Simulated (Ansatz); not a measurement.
**BaMgHN (built on the sites of a database entry of Ba2HN): the cell at rest**

Aim: bring BaMgHN (built on the sites of a database entry of Ba2HN) to small forces and stress, as phonons need.

Method: DFT LDA, scalar-relativistic, plane waves, PAW, in Ansatz 0.2.0.

Most raw output is cut from this account.

The structure was built from a prototype and need not be the compound's stable phase.

### Step 1. Starting point

It takes space group R3m (No. 160, trigonal). Conventional cell: a = 3.586 Å, b = 3.586 Å, c = 18.253 Å, α = 90.00°, β = 90.00°, γ = 120.00°. Mg has 3 N at 2.47 Å nearest. Ba has 3 N at 2.47 Å and 3 H at 2.68 Å nearest. Nearest to H lie 3 Mg at 2.68 Å and 3 Ba at 2.68 Å. Nearest to N lie 3 Ba at 2.47 Å and 3 Mg at 2.47 Å. Farther neighbours and most contacts between anions are not listed.

Coordinates:

```cif
data_structure
_symmetry_space_group_name_H-M 'P 1'
_symmetry_Int_Tables_number 1
_cell_length_a 6.4270
_cell_length_b 6.4270
_cell_length_c 6.4270
_cell_angle_alpha 32.398
_cell_angle_beta 32.398
_cell_angle_gamma 32.398
_cell_volume 67.76
loop_
_atom_site_label
_atom_site_type_symbol
_atom_site_fract_x
_atom_site_fract_y
_atom_site_fract_z
_atom_site_occupancy
Mg1 Mg 0.24004 0.24004 0.24004 1
Ba2 Ba 0.75996 0.75996 0.75996 1
H3 H 0.00000 0.00000 0.00000 1
N4 N 0.50000 0.50000 0.50000 1
```

### Step 2. Probe on a coarse mesh

First a cheap look: the gap decides the mesh and the occupations, the pressure tells how far the cell has to move.

input.yaml

```yaml
crystal:
  lattice:
    - [1.79299, 1.03519, 6.08442]
    - [-1.79299, 1.03519, 6.08442]
    - [0.0, -2.07037, 6.08442]
  atoms:
    - { symbol: Mg, position: [0.24004, 0.24004, 0.24004] }
    - { symbol: Ba, position: [0.75996, 0.75996, 0.75996] }
    - { symbol: H, position: [0.0, 0.0, 0.0] }
    - { symbol: "N", position: [0.5, 0.5, 0.5] }
kpoints:
  mp_grid: { grid: [6, 6, 6] }
hamiltonian:
  xc: lda
scf:
  occupations: { method: gaussian, width: 0.1 }
output:
  forces: true
  stress: true
  eigenvalues: true
```

The run is started by

```
$ ansatz run input.yaml --threads 4 --pin off --max-ram 7168MiB --backend cpu --events-out ev --progress --plain --runs-dir out
```

The job ended after 1.3 s (4 threads of Arm Neoverse V1, shared host; peak memory 0.36 GiB).

This step gave:

* pressure: -1.069 GPa
* gap on the k-mesh: 1.055 eV
* volume per atom: 16.94 Å³
* direct gap on mesh: 1.457 eV

The coarse mesh shows a gap of 1.05 eV and a pressure of -1.1 GPa.

### Step 3. Rough relaxation

The start is far from rest, so a relaxation with loose tolerances brings it close first.

input.yaml: that of step 2 with these lines changed.

```diff
@@ -20 +20,6 @@
   eigenvalues: true
+relax:
+  adjacent_minimum: "off"
+  f_tol: 0.05
+  max_steps: 80
+  cell: { stress_tol: 0.5 }
```

It took 11 s on 4 threads; peak memory 0.39 GiB; 37 s of CPU time.

Relaxation path:

| step | energy less that of the first step (eV) | largest force component (eV/Å) | pressure (GPa) | volume (Å³) |
| --- | --- | --- | --- | --- |
| 1 | 0.0000 | 2.7200 | -1.07 | 67.76 |
| 2 | -0.5772 | 1.0014 | -2.66 | 67.66 |
| 3 | -0.6266 | 0.7423 | -2.43 | 67.12 |
| 4 | -0.7205 | 0.3610 | -0.29 | 62.91 |
| 5 | -0.7328 | 0.0985 | 0.27 | 62.79 |
| 6 | -0.7349 | 0.0363 | -0.05 | 62.86 |
| 7* | -0.7304 | 0.0362 | -0.17 | 62.86 |

Relaxation steps marked * repeat the geometry before them on a plane-wave basis chosen anew for their cell, so energy and pressure can jump there.

The run keeps the 6 symmetry operations that it works with, so distortions that break them were not tested.

```
conventional cell, symmetrised  before   after  change
                         a (Å)   3.586   3.481  -2.9 %
                         b (Å)   3.586   3.481  -2.9 %
                         c (Å)  18.253  17.971  -1.5 %
              volume (Å³/atom)   16.94   15.71  -7.2 %
```

The atoms that moved most (Å, as changes of fractional coordinates times the final cell):

```
atom     dx     dy      dz  length
  N4  0.000  0.000   0.314   0.314
  H3  0.000  0.000  -0.309   0.309
 Mg1  0.000  0.000  -0.061   0.061
 Ba2  0.000  0.000   0.056   0.056
```

The relaxed structure:

```
Mg Ba H N
1.0
     1.74045    1.00485    5.99020
    -1.74045    1.00485    5.99020
     0.00000   -2.00969    5.99021
Mg Ba H N
1 1 1 1
Direct
  0.23666 0.23666 0.23666
  0.76305 0.76305 0.76305
  0.98282 0.98282 0.98282
  0.51747 0.51747 0.51747
```

Numbers from this step:

```yaml
pressure: -0.1652 GPa
gap_on_the_k_mesh: 1.208 eV
volume_per_atom: 15.71 Å³
direct_gap_on_mesh: 1.733 eV
```

In this step the volume went from 16.94 to 15.71 Å³/atom.

### Step 4. Bringing the structure to rest

The cell and atoms are relaxed, since residual forces and stress would shift the frequencies.

input.yaml

```yaml
crystal:
  lattice:
    - [1.7404480025, 1.0048497636, 5.9902049802]
    - [-1.7404480025, 1.0048497636, 5.9902049802]
    - [0.0, -2.0096946046, 5.990205806]
  atoms:
    - { symbol: Mg, position: [0.2366628137, 0.2366628137, 0.2366628137] }
    - { symbol: Ba, position: [0.7630500683, 0.7630500683, 0.7630500683] }
    - { symbol: H, position: [-0.0171804804, -0.0171804804, -0.0171804804] }
    - { symbol: "N", position: [0.5174675984, 0.5174675984, 0.5174675984] }
kpoints:
  mp_grid: { grid: [9, 9, 9] }
hamiltonian:
  xc: lda
scf:
  occupations: { method: gaussian, width: 0.02 }
output:
  forces: true
  stress: true
  eigenvalues: true
relax:
  adjacent_minimum: "off"
  f_tol: 0.005
  max_steps: 80
  cell: { stress_tol: 0.05 }
```

Wall time 21 s (4 threads); peak memory 0.47 GiB; 81 s of CPU time.

The steps of the relaxation:

```
step  energy less that of the first step (eV)  largest force component (eV/Å)  pressure (GPa)  volume (Å³)
   1                                   0.0000                          0.0265           -0.19        62.86
   2                                  -0.0002                          0.0503           -0.07        62.87
   3                                  -0.0005                          0.0523           -0.06        62.61
   4                                  -0.0005                          0.0093           -0.05        62.77
   5                                  -0.0007                          0.0095            0.03        62.67
   6                                  -0.0006                          0.0039            0.00        62.70
  7*                                  -0.0005                          0.0039            0.00        62.70
```

Relaxation steps marked * repeat the geometry before them on a plane-wave basis chosen anew for their cell, so energy and pressure can jump there. Relaxation step 3 was tried and not accepted.

The run keeps the 6 symmetry operations that it works with, so distortions that break them were not tested.

| conventional cell, symmetrised | before | after | change |
| --- | --- | --- | --- |
| a (Å) | 3.481 | 3.473 | -0.2 % |
| b (Å) | 3.481 | 3.473 | -0.2 % |
| c (Å) | 17.971 | 18.006 | +0.2 % |
| volume (Å³/atom) | 15.71 | 15.67 | -0.3 % |

The relaxed structure:

```cif
data_structure
_symmetry_space_group_name_H-M 'P 1'
_symmetry_Int_Tables_number 1
_cell_length_a 6.3282
_cell_length_b 6.3282
_cell_length_c 6.3282
_cell_angle_alpha 31.853
_cell_angle_beta 31.853
_cell_angle_gamma 31.853
_cell_volume 62.70
loop_
_atom_site_label
_atom_site_type_symbol
_atom_site_fract_x
_atom_site_fract_y
_atom_site_fract_z
_atom_site_occupancy
Mg1 Mg 0.23675 0.23675 0.23675 1
Ba2 Ba 0.76335 0.76335 0.76335 1
H3 H 0.98232 0.98232 0.98232 1
N4 N 0.51758 0.51758 0.51758 1
```

This step gave:

| Item | Value |
| --- | --- |
| pressure | -0.003793 GPa |
| gap on the k-mesh | 1.220 eV |
| volume per atom | 15.67 Å³ |
| direct gap on mesh | 1.783 eV |

In this step the volume went from 15.71 to 15.67 Å³/atom.

### Step 5. Relaxing to small forces for the phonons

Phonons need a cell at rest on their own settings, so the relaxation is repeated with tight tolerances on forces and stress, using the mesh and the filling of the phonon run that follows.

input.yaml

```yaml
crystal:
  lattice:
    - [1.7364951877, 1.0025676082, 6.002148301]
    - [-1.7364951877, 1.0025676082, 6.002148301]
    - [0.0, -2.0051302839, 6.0021491249]
  atoms:
    - { symbol: Mg, position: [0.2367547312, 0.2367547312, 0.2367547312] }
    - { symbol: Ba, position: [0.763350657, 0.763350657, 0.763350657] }
    - { symbol: H, position: [-0.0176835673, -0.0176835673, -0.0176835673] }
    - { symbol: "N", position: [0.5175781792, 0.5175781792, 0.5175781792] }
kpoints:
  mp_grid: { grid: [9, 9, 9] }
hamiltonian:
  xc: lda
scf:
  occupations: { method: fixed }
output:
  forces: true
  stress: true
  eigenvalues: true
relax:
  adjacent_minimum: "off"
  f_tol: 0.001
  max_steps: 60
  cell: { stress_tol: 0.01 }
```

Run time: 15 s. Hardware: 4 threads; peak memory 0.46 GiB; 58 s of CPU time.

Little changed from the start: no atom moved by 0.005 Å and no cell edge by 0.1 %.

This step gave:

* pressure: -1.78e-4 GPa
* gap on the k-mesh: 1.219 eV
* direct gap on mesh: 1.781 eV

The largest force component left is 0.24 meV/Å and the pressure is 0.000 GPa, within the tolerances set. The cell now holds 15.67 Å³/atom.

### Step 6. Outcome

| Quantity | Value |
| --- | --- |
| space group after relaxation (within 0.01 Å) | R3m |
| lattice constant a | 3.473 Å |
| lattice constant b | 3.473 Å |
| lattice constant c | 18.007 Å |
| volume per atom | 15.7 Å³ |
| gap on the k-mesh | 1.22 eV |

The largest force component left is 0.24 meV/Å and the pressure is 0.000 GPa, within the tolerances set. The cell now holds 15.67 Å³/atom. The relaxation keeps the symmetry of its start, so it says nothing on stability against lower symmetry. Spin-orbit coupling is left out, which can matter for the heavy elements here. The starting cell was built on a prototype and not taken from a measurement, so the phase need not exist.

[Logs are printed without paths, hosts, clocks, repeated set-up lines and the standing remarks that a program may print on its own settings, such as how far it seeks lower states.]

[Hosts, paths, dates, database ids (printed as entryN), source tags and the programs' standing remarks are cut or masked in the printed files.]
